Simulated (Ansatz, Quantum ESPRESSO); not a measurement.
# CO2 (Cmce): modes at Γ and the response to a field, part 2 of 4

Which modes does CO2 (Cmce) have at the zone centre?

Quantum ESPRESSO 7.5; DFT LDA, scalar-relativistic, plane waves, GBRV ultrasoft pseudopotentials.

So far. Step 2 (A first look): A gap of 6.3 eV opens on this mesh, so the crystal is taken as an insulator; the start stands at -2.2 GPa. The relaxed cell has a, b, c = 5.112, 4.628, 6.202 Å (conventional setting).

### 5. Self-consistent run for the response

The response is built on this ground state, so it is converged far tighter than an energy would need. With a gap, occupations are fixed, which also allows the response to an electric field.

File scf.in:

```
 &control
    calculation='scf',
    prefix='x',
    outdir='./tmp',
    pseudo_dir='./pseudo',
    tprnfor=.true.,
    tstress=.true.,
 /
 &system
    ibrav=0,
    nat=6,
    ntyp=2,
    ecutwfc=45.0,
    ecutrho=270.0,
    occupations='fixed',
    nbnd=18,
 /
 &electrons
    conv_thr=1.0d-12,
    mixing_beta=0.7,
    electron_maxstep=100,
 /
ATOMIC_SPECIES
 C      12.0110  C.upf
 O      15.9990  O.upf
CELL_PARAMETERS angstrom
     2.555845175   -2.314156801    0.000000000
     2.555845175    2.314156801    0.000000000
     0.000000000    0.000000000    6.202040703
ATOMIC_POSITIONS crystal
 C      0.000000000   0.000000000   0.000000000
 C      0.500000000   0.500000000   0.500000000
 O      0.796079432   0.203920568   0.890483439
 O      0.203920568   0.796079432   0.109516561
 O      0.703920568   0.296079432   0.390483439
 O      0.296079432   0.703920568   0.609516561
K_POINTS automatic
 8 8 4 0 0 0
```

The run is started by

```sh
$ OMP_NUM_THREADS=1 mpirun -n 4 pw.x -nk 4 -in scf.in > scf.out
```

Log:

```text
[banners, grids, parts of the stress and lines that vanish by symmetry left out]
[banner, memory and clock lines left out]
Program PWSCF v.7.5

[...]
kinetic-energy cutoff     =      45.0000  Ry
     charge density cutoff     =     270.0000  Ry
     scf convergence threshold =      1.0E-12
[...]
Exchange-correlation= SLA  PZ   NOGX NOGC
                           (   1   1   0   0   0   0   0)
[...]
8 Sym. Ops., with inversion, found ( 4 have fractional translation)
[...]
number of k points=    63
[...]
End of self-consistent calculation
[...]
highest occupied, lowest unoccupied level (ev):    -0.6654    5.8161
!    total energy              =    -152.13677785 Ry
[...]
convergence has been achieved in  16 iterations
[...]
atom    1 type  1   force =    -0.00000000   -0.00000000   -0.00000000
     atom    2 type  1   force =     0.00000000    0.00000000   -0.00000000
     atom    3 type  2   force =    -0.00000000    0.00025343   -0.00012769
     atom    4 type  2   force =    -0.00000000   -0.00025343    0.00012769
     atom    5 type  2   force =    -0.00000000   -0.00025343   -0.00012769
     atom    6 type  2   force =     0.00000000    0.00025343    0.00012769
     Total force =     0.000568     Total SCF correction =     0.000001
[...]
total   stress  (Ry/bohr**3)                   (kbar)     P=        0.22
[...]
XML data file, charge density, pseudopotentials, collected wavefunctions
```

It took 21 s on 4 MPI ranks of Arm Neoverse V2, shared host.

Read from the output:

```yaml
pressure: 0.02233 GPa
gap_on_the_k_mesh: 6.481 eV
```

The cell stands at 0.022 GPa, close enough for phonons.

### 6. Linear response at Γ

At q = 0 one unit cell holds all displacements; symmetry groups them into irreducible representations that are solved one by one. The response to a field gives ε∞ and the Born charges, which polar modes need.

File ph.in:

```
phonons
 &inputph
    prefix='x',
    outdir='./tmp',
    fildyn='g.dyn',
    tr2_ph=1.0d-18,
    epsil=.true.,
 /
0.000000000000 0.000000000000 0.000000000000
```

The run is started by

```sh
$ OMP_NUM_THREADS=1 mpirun -n 4 ph.x -nk 4 -in ph.in > ph.out
```

Log:

```text
[banners, grids, parts of the stress and lines that vanish by symmetry left out]
[banner, memory and clock lines left out]
Program PHONON v.7.5

     ./tmp/x.save/

     IMPORTANT: XC functional enforced from input :
     Exchange-correlation= PZ
                           (   1   1   0   0   0   0   0)
     Any further DFT definition will be discarded
     Please, verify this is what you really want

     G-vector sticks info

     Check: negative core charge=   -0.000003
     Reading collected, re-writing distributed wavefunctions in ./tmp/

     Number and degeneracy of irreps per q-point
       N         xq(1)         xq(2)         xq(3)   N irreps
       1   0.000000000   0.000000000   0.000000000      18
     No degeneracy

     Calculation of q =    0.0000000   0.0000000   0.0000000

     phonons

     bravais-lattice index     =            0
     lattice parameter (alat)  =       6.5155  a.u.
     unit-cell volume          =     495.0950 (a.u.)^3
     number of atoms/cell      =            6
     number of atomic types    =            2
     kinetic-energy cut-off    =      45.0000  Ry
     charge density cut-off    =     270.0000  Ry
     convergence threshold     =      1.0E-18
     beta                      =       0.7000
     number of iterations used =            4
     Exchange-correlation= PZ
                           (   1   1   0   0   0   0   0)

     celldm(1)=    6.51549  celldm(2)=    0.00000  celldm(3)=    0.00000
     celldm(4)=    0.00000  celldm(5)=    0.00000  celldm(6)=    0.00000

     crystal axes: (cart. coord. in units of alat)
               a(1) = (  0.7413 -0.6712  0.0000 )
               a(2) = (  0.7413  0.6712  0.0000 )
               a(3) = (  0.0000  0.0000  1.7988 )

     reciprocal axes: (cart. coord. in units 2 pi/alat)
               b(1) = (  0.6745 -0.7449  0.0000 )
               b(2) = (  0.6745  0.7449 -0.0000 )
               b(3) = ( -0.0000  0.0000  0.5559 )

     Atoms inside the unit cell:

     Cartesian axes

     site n.  atom      mass           positions (alat units)
        1  C      12.0110   tau(    1) = (    0.00000    0.00000    0.00000  )
        2  C      12.0110   tau(    2) = (    0.74129    0.00000    0.89941  )
        3  O      15.9990   tau(    3) = (    0.74129   -0.39745    1.60181  )
        4  O      15.9990   tau(    4) = (    0.74129    0.39745    0.19700  )
        5  O      15.9990   tau(    5) = (    0.74129   -0.27374    0.70241  )
        6  O      15.9990   tau(    6) = (    0.74129    0.27374    1.09641  )

     Computing dynamical matrix for
                    q = (   0.0000000   0.0000000   0.0000000 )

      9 Sym.Ops. (with q -> -q+G )

     G cutoff =  290.3343  (  37039 G-vectors)     FFT grid: ( 36, 36, 64)
     G cutoff =  193.5562  (  20157 G-vectors)  smooth grid: ( 30, 30, 54)
     number of k points=    63
                       cart. coord. in units 2pi/alat
        k(    1) = (   0.0000000   0.0000000   0.0000000), wk =   0.0078125
        k(    2) = (   0.0000000   0.0000000   0.1389804), wk =   0.0156250
        k(    3) = (   0.0000000   0.0000000  -0.2779609), wk =   0.0078125
        [... further k-points left out ...]

     PseudoPot. # 1 for C  read from file:
     ./pseudo/C.upf
     Pseudo is Ultrasoft + core correction, Zval =  4.0

     PseudoPot. # 2 for O  read from file:
     ./pseudo/O.upf
     Pseudo is Ultrasoft + core correction, Zval =  6.0

     Mode symmetry, D_2h (mmm)  point group:

     Electric field:
     Dielectric constant
     Born effective charges as d Force / d E

     Atomic displacements:
     There are   18 irreducible representations

     Representation     1      1 modes -  To be done

     Representation     2      1 modes -  To be done

[...]
Representation    17      1 modes -  To be done

     Representation    18      1 modes -  To be done

     Alpha used in Ewald sum =   2.5000

     Electric Fields Calculation

      iter #   1   av.it.:   5.8
      thresh= 1.000E-02 alpha_mix =  0.700 |ddv_scf|^2 =  1.069E-06

      [... iterations left out ...]
      iter #  11   av.it.:   9.5
      thresh= 1.807E-10 alpha_mix =  0.700 |ddv_scf|^2 =  4.346E-20

     End of electric fields calculation

          Dielectric constant in cartesian axis

          (       1.902166397      -0.000000000       0.000000000 )
          (      -0.000000000       2.511879849       0.000000000 )
          (       0.000000000       0.000000000       2.245293110 )

          Effective charges (d Force / dE) in cartesian axis without acoustic sum rule applied (asr)

           atom    1  C     Mean Z*:        1.54953
      Ex  (        0.73402       -0.00000       -0.00000 )
      Ey  (        0.00000        2.30242       -0.81830 )
      Ez  (        0.00000       -1.12061        1.61215 )
           atom    2  C     Mean Z*:        1.54953
      Ex  (        0.73402       -0.00000       -0.00000 )
      Ey  (        0.00000        2.30242        0.81830 )
      Ez  (       -0.00000        1.12061        1.61215 )
           atom    3  O     Mean Z*:       -0.77711
      Ex  (       -0.36930        0.00000       -0.00000 )
      Ey  (        0.00000       -1.15357        0.49593 )
      Ez  (       -0.00000        0.63895       -0.80846 )
           atom    4  O     Mean Z*:       -0.77711
      Ex  (       -0.36930       -0.00000        0.00000 )
      Ey  (       -0.00000       -1.15357        0.49593 )
      Ez  (       -0.00000        0.63895       -0.80846 )
           atom    5  O     Mean Z*:       -0.77711
      Ex  (       -0.36930       -0.00000        0.00000 )
      Ey  (        0.00000       -1.15357       -0.49593 )
      Ez  (        0.00000       -0.63895       -0.80846 )
           atom    6  O     Mean Z*:       -0.77711
      Ex  (       -0.36930       -0.00000       -0.00000 )
      Ey  (        0.00000       -1.15357       -0.49593 )
      Ez  (        0.00000       -0.63895       -0.80846 )

          Effective charges Sum: Mean:       -0.00937
             -0.00914        0.00000       -0.00000
              0.00000       -0.00945        0.00000
             -0.00000       -0.00000       -0.00953

          Effective charges (d Force / dE) in cartesian axis with asr applied:
           atom    1  C     Mean Z*:        1.55109
      E*x (        0.73554       -0.00000       -0.00000 )
      E*y (       -0.00000        2.30399       -0.81830 )
      E*z (        0.00000       -1.12061        1.61374 )
           atom    2  C     Mean Z*:        1.55109
      E*x (        0.73554       -0.00000       -0.00000 )
      E*y (       -0.00000        2.30399        0.81830 )
      E*z (        0.00000        1.12061        1.61374 )
           atom    3  O     Mean Z*:       -0.77555
[...]
atom    4  O     Mean Z*:       -0.77555
[...]
atom    5  O     Mean Z*:       -0.77555
[...]
atom    6  O     Mean Z*:       -0.77555
[...]
Representation #   1 mode #   1

     Self-consistent Calculation

[...]
[... iterations left out ...]
[...]
End of self-consistent calculation

     Convergence has been achieved

     Representation #   2 mode #   2

     Self-consistent Calculation

[...]
End of self-consistent calculation

     Convergence has been achieved

[...]
Convergence has been achieved

[...]
Convergence has been achieved

[...]
Convergence has been achieved

[...]
Convergence has been achieved

[...]
Convergence has been achieved

[...]
Convergence has been achieved

[...]
Convergence has been achieved

[...]
Convergence has been achieved

[...]
Convergence has been achieved

[...]
Convergence has been achieved

[...]
Convergence has been achieved

[...]
Convergence has been achieved

[...]
Convergence has been achieved

[...]
Convergence has been achieved

     Representation #  17 mode #  17

     Self-consistent Calculation

[...]
[... iterations left out ...]
[...]
End of self-consistent calculation

     Convergence has been achieved

     Representation #  18 mode #  18

     Self-consistent Calculation

      iter #   1   av.it.:   5.2
      thresh= 1.000E-02 alpha_mix =  0.700 |ddv_scf|^2 =  1.094E-06

      [... iterations left out ...]
      iter #   9   av.it.:   8.7
      thresh= 7.547E-10 alpha_mix =  0.700 |ddv_scf|^2 =  9.677E-20

     End of self-consistent calculation

     Convergence has been achieved

     Number of q in the star =    1
     List of q in the star:
          1   0.000000000   0.000000000   0.000000000

          Dielectric constant in cartesian axis

          (       1.902166397      -0.000000000       0.000000000 )
          (      -0.000000000       2.511879849       0.000000000 )
          (       0.000000000       0.000000000       2.245293110 )

          Effective charges (d Force / dE) in cartesian axis without acoustic sum rule applied (asr)

           atom    1  C     Mean Z*:        1.54953
      Ex  (        0.73402       -0.00000       -0.00000 )
      Ey  (        0.00000        2.30242       -0.81830 )
      Ez  (        0.00000       -1.12061        1.61215 )
           atom    2  C     Mean Z*:        1.54953
      Ex  (        0.73402       -0.00000       -0.00000 )
      Ey  (        0.00000        2.30242        0.81830 )
      Ez  (       -0.00000        1.12061        1.61215 )
           atom    3  O     Mean Z*:       -0.77711
      Ex  (       -0.36930        0.00000       -0.00000 )
      Ey  (        0.00000       -1.15357        0.49593 )
      Ez  (       -0.00000        0.63895       -0.80846 )
           atom    4  O     Mean Z*:       -0.77711
      Ex  (       -0.36930       -0.00000        0.00000 )
      Ey  (       -0.00000       -1.15357        0.49593 )
      Ez  (       -0.00000        0.63895       -0.80846 )
           atom    5  O     Mean Z*:       -0.77711
      Ex  (       -0.36930       -0.00000        0.00000 )
      Ey  (        0.00000       -1.15357       -0.49593 )
      Ez  (        0.00000       -0.63895       -0.80846 )
           atom    6  O     Mean Z*:       -0.77711
      Ex  (       -0.36930       -0.00000       -0.00000 )
      Ey  (        0.00000       -1.15357       -0.49593 )
      Ez  (        0.00000       -0.63895       -0.80846 )

          Effective charges Sum: Mean:       -0.00937
             -0.00914        0.00000       -0.00000
              0.00000       -0.00945        0.00000
             -0.00000       -0.00000       -0.00953

          Effective charges (d Force / dE) in cartesian axis with asr applied:
           atom    1  C     Mean Z*:        1.55109
[...]
atom    2  C     Mean Z*:        1.55109
[...]
atom    3  O     Mean Z*:       -0.77555
[...]
atom    4  O     Mean Z*:       -0.77555
[...]
atom    5  O     Mean Z*:       -0.77555
      E*x (       -0.36777       -0.00000        0.00000 )
      E*y (       -0.00000       -1.15200       -0.49593 )
      E*z (        0.00000       -0.63895       -0.80687 )
           atom    6  O     Mean Z*:       -0.77555
      E*x (       -0.36777       -0.00000       -0.00000 )
      E*y (        0.00000       -1.15200       -0.49593 )
      E*z (        0.00000       -0.63895       -0.80687 )

     Diagonalizing the dynamical matrix

     q = (    0.000000000   0.000000000   0.000000000 )

 **************************************************************************
     freq (    1) =      -0.381613 [THz] =     -12.729242 [cm-1]
     freq (    2) =      -0.359777 [THz] =     -12.000855 [cm-1]
     freq (    3) =      -0.283342 [THz] =      -9.451287 [cm-1]
     freq (    4) =       1.995871 [THz] =      66.575107 [cm-1]
     freq (    5) =       3.526852 [THz] =     117.643131 [cm-1]
     freq (    6) =       3.993871 [THz] =     133.221207 [cm-1]
     freq (    7) =       4.133646 [THz] =     137.883578 [cm-1]
     freq (    8) =       4.715910 [THz] =     157.305818 [cm-1]
     freq (    9) =       4.886672 [THz] =     163.001820 [cm-1]
     freq (   10) =       5.275716 [THz] =     175.978955 [cm-1]
     freq (   11) =      18.604123 [THz] =     620.566736 [cm-1]
     freq (   12) =      18.680313 [THz] =     623.108164 [cm-1]
     freq (   13) =      18.767606 [THz] =     626.019953 [cm-1]
     freq (   14) =      18.834445 [THz] =     628.249470 [cm-1]
     freq (   15) =      41.066403 [THz] =    1369.827763 [cm-1]
     freq (   16) =      41.076017 [THz] =    1370.148446 [cm-1]
     freq (   17) =      72.630472 [THz] =    2422.691780 [cm-1]
     freq (   18) =      73.717716 [THz] =    2458.958310 [cm-1]
 **************************************************************************

     Mode symmetry, D_2h (mmm)  point group:

     freq (   1-   1) =        -12.7  [cm-1]   --> B_2u            I
     freq (   2-   2) =        -12.0  [cm-1]   --> B_1u            I
     freq (   3-   3) =         -9.5  [cm-1]   --> B_3u            I
     freq (   4-   4) =         66.6  [cm-1]   --> A_u
     freq (   5-   5) =        117.6  [cm-1]   --> B_1u            I
     freq (   6-   6) =        133.2  [cm-1]   --> B_3u            I
     freq (   7-   7) =        137.9  [cm-1]   --> A_g             R
     freq (   8-   8) =        157.3  [cm-1]   --> B_1g            R
     freq (   9-   9) =        163.0  [cm-1]   --> B_2g            R
     freq (  10-  10) =        176.0  [cm-1]   --> B_3g            R
     freq (  11-  11) =        620.6  [cm-1]   --> B_2u            I
     freq (  12-  12) =        623.1  [cm-1]   --> B_3u            I
     freq (  13-  13) =        626.0  [cm-1]   --> B_1u            I
     freq (  14-  14) =        628.2  [cm-1]   --> A_u
     freq (  15-  15) =       1369.8  [cm-1]   --> B_2g            R
     freq (  16-  16) =       1370.1  [cm-1]   --> A_g             R
     freq (  17-  17) =       2422.7  [cm-1]   --> B_1u            I
     freq (  18-  18) =       2459.0  [cm-1]   --> B_3u            I
```

Wall time 11 min (4 MPI ranks).

Numbers from this step:

```
miss of the charge sum rule                                       : 0.009540 e
largest acoustic frequency at the zone centre before the sum rule : -12.73 cm⁻¹
highest optical zone-centre mode (no LO-TO term)                  : 2459 cm⁻¹
lowest optical zone-centre mode                                   : 66.58 cm⁻¹
mean high-frequency dielectric constant                           : 2.220
largest Born charge in size (third of the trace)                  : 1.550 e
```

Born charge (rows field, columns displacement), before the sum rule (e), principal values of the symmetric part by kind of site:

```csv
atom,atoms with these values,low,middle,high,mean
C1,2,0.73,0.93,2.99,1.55
O3,4,-1.57,-0.39,-0.37,-0.78
```

In full for O3:

```
-0.37  0.00  0.00
 0.00 -1.15  0.50
 0.00  0.64 -0.81
```

High-frequency dielectric tensor:

```
1.90 0.00 0.00
0.00 2.51 0.00
0.00 0.00 2.25
```

The acoustic modes at Γ come out as far as 12.7 cm⁻¹ from zero, where they should vanish, a sizeable error of basis and grid; the Born charges miss their sum rule by 0.0095 e, which is good.

### 7. Zone-centre analysis

A rigid shift of the crystal must cost nothing, but grids and finite bases break this; the acoustic sum rule is imposed before the matrix is diagonalised again. With Born charges the intensities follow, and the static dielectric tensor.

File dynmat.in:

```
 &input
    fildyn='g.dyn',
    asr='crystal',
    fileig='dynmat.eig',
    lperm=.true.,
 /
```

The run is started by

```sh
$ dynmat.x -in dynmat.in > dynmat.out
```

Log:

```text
[banner, memory and clock lines left out]
Program DYNMAT v.7.5

     Reading Dynamical Matrix from file g.dyn
     ...Force constants read
     ...epsilon and Z* read
     Acoustic Sum Rule: || Z*(ASR) - Z*(orig)|| =    6.629553E-03
     Acoustic Sum Rule: ||dyn(ASR) - dyn(orig)||=    3.154939E-04
     A direction for q was not specified:TO-LO splitting will be absent

     Polarizability (A^3 units)
     multiply by 0.710938 for Clausius-Mossotti correction
         5.267065   -0.000000    0.000000
        -0.000000    8.826720    0.000000
         0.000000    0.000000    7.270322

     IR activities are in (D/A)^2/amu units

# mode   [cm-1]    [THz]      IR
    1      0.00    0.0000    0.0000
    2      0.00    0.0000    0.0000
    3      0.00    0.0000    0.0000
    4     66.58    1.9959    0.0000
    5    117.64    3.5268    0.0304
    6    133.22    3.9939    0.0386
    7    137.88    4.1336    0.0000
    8    157.31    4.7159    0.0000
    9    163.00    4.8867    0.0000
   10    175.98    5.2757    0.0000
   11    620.56   18.6038    2.8586
   12    623.11   18.6802    2.4714
   13    626.01   18.7674    2.0956
   14    628.25   18.8344    0.0000
   15   1369.83   41.0664    0.0000
   16   1370.15   41.0760    0.0000
   17   2422.69   72.6304   18.8127
   18   2458.96   73.7176   29.5289

Electronic dielectric permittivity tensor (relative, adimensional)
         1.902166   -0.000000    0.000000
        -0.000000    2.511880    0.000000
         0.000000    0.000000    2.245293

 ... with zone-center polar mode contributions
         2.117967    0.000000   -0.000000
         0.000000    2.902185    0.000000
        -0.000000    0.000000    2.557737

  6) =       3.993873 [THz] =     133.221266 [cm-1]
[end of the log left out, with the tail of the file of modes that dynmat.x writes under the same name]
```

It took 0.47 s on 1 thread.

Numbers from this step:

```yaml
mean_static_dielectric_constant: 2.526
```

Unit eigenvectors of the mass-weighted matrix after the sum rule; no LO-TO term. The modes at Γ (shares of kinetic energy by element, %):

```csv
mode,frequency (cm⁻¹),C %,O %
1,0.0,27,73
2,0.0,27,73
3,0.0,27,73
4,66.6,27,73
5,117.6,27,73
6,133.2,28,72
7,137.9,0,100
8,157.3,0,100
9,163.0,0,100
10,176.0,0,100
11,620.6,73,27
12,623.1,72,28
13,626.0,73,27
14,628.2,73,27
15,1369.8,0,100
16,1370.2,0,100
17,2422.7,73,27
18,2459.0,73,27
```

Displacements in mode 4 (66.6 cm⁻¹), the largest set to 1:
```
C1   0.99  0.00  0.00
C2  -0.99  0.00  0.00
O3   1.00  0.00  0.00
O4   1.00  0.00  0.00
O5  -1.00  0.00  0.00
O6  -1.00  0.00  0.00
```

Displacements in mode 15 (1369.8 cm⁻¹), the largest set to 1:
```
C1   0.00  0.00  0.00
C2   0.00  0.00  0.00
O3   0.00  1.00 -0.72
O4   0.00 -1.00  0.72
O5   0.00  1.00  0.72
O6   0.00 -1.00 -0.72
```

Degenerate modes summed, no LO-TO term. Infrared lines, with heights relative to the strongest:

```csv
position (cm⁻¹),lines merged,"IR intensity, relative"
67,1,0.0
118,1,0.1
133,1,0.1
138,1,0.0
157,1,0.0
163,1,0.0
176,1,0.0
621,1,10
623,1,8.4
626,1,7.1
628,1,0.0
1370,2,0.0
2423,1,64
2459,1,100
```

Static dielectric tensor (ions relaxed, fixed cell):

```
2.12 0.00 0.00
0.00 2.90 0.00
0.00 0.00 2.56
```

The rule moves no optical mode by more than 0.1 cm⁻¹.

(Continued in part 3 of 4.)

[Host names and launcher messages were left out of these logs when they were recorded.]

[Logs are printed without paths, hosts, clocks, repeated set-up lines and the standing remarks that a program may print on its own settings, such as how far it seeks lower states.]

[Hosts, paths, dates, database ids (printed as entryN), source tags and the programs' standing remarks are cut or masked in the printed files.]
